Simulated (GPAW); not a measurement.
# What relaxation does to the transmission of 10 junctions

A junction put together from bond lengths is quick to compute. How far is its transmission from that of the relaxed structure, and is geometry or basis the larger error?

**Method.** Relaxation in the dzp basis, within the symmetry of the start (GPAW, PBE, forces under 0.05 eV/Å; an orbital basis tends to overbind), lead ends held. Transmission: GPAW 26.7.0 in a basis of numerical atomic orbitals with PAW setups; lead and junction are solved self-consistently in repeated cells 9 Å or more across, their Hamiltonian and overlap matrices go into Green's functions with semi-infinite leads (ASE), and T is the Landauer transmission at zero bias, at the junction cell's Fermi level, for one spin or as the mean of both where a run is spin-polarised.

The runs side by side:

| junction | largest move (Å) | T as built, dzp | T relaxed, dzp | T relaxed, sz |
| --- | --- | --- | --- | --- |
| Pb chain with a C atom on top of one atom | 1.30 | 2.23 | 0.294 | 0.286 |
| Li chain with a Pt atom on top of one atom | 1.13 | 0.104 | 0.406 | 0.932 |
| Pd chain with a Sn atom on top of one atom | 0.77 | 3.36 | 1.76 | 1.69 |
| Ag chain with CO on top of one atom | 0.45 | 0.0617 | 0.00152 | 0.0175 |
| thiophene-2,5-dithiol between two Ir chains | 0.20 | 0.415 | 0.238 | 0.59 |
| CO in line between two Pt chains | 0.13 | 1.59 | 1.29 | 1.38 |
| N2 in line between two Cu chains | 0.10 | 0.0417 | 0.0375 | 0.0528 |
| CN in line between two Ir chains | 0.09 | 1.99 | 1.84 | 1.86 |
| Ru chain with one N atom in line | 0.08 | 3.1 | 2.77 | 2.8 |
| Rh chain with two Si atoms in line | 0.02 | 2.57 | 2.51 | 2.46 |

What this shows: Relaxation raises T in 1 junctions, lowers it in 8 and leaves it within 5 % in 1. The largest change as a ratio is for Ag chain with CO on top of one atom, from 0.0617 to 0.00152. Moves over 0.6 Å, in 3 junctions, go beyond an adjustment of bond lengths: chain atoms buckled, a molecule turned or bonds were remade. In 8 of 10 cases the geometry matters more than the step from dzp to the minimal basis. The link between the largest move and the size of the change (r = 0.54) is weak or rests on one or two junctions.

**Limits.** The cell length was held, so a junction may stay under tension or compression; the symmetry of the start was kept, and lower structures may exist. An evenly spaced straight chain is an idealisation of an electrode: free chains dimerise or zigzag, and their density of states has sharper edges than a bulk metal's. No run was spin-polarised, so magnetic states weren't tested. Spin-orbit coupling is left out, which matters for the heavier atoms here. Junctions whose dzp lead is shut at the Fermi level or whose end layer misses the lead by over 0.25 eV were left out, as were moves over 1.5 Å.
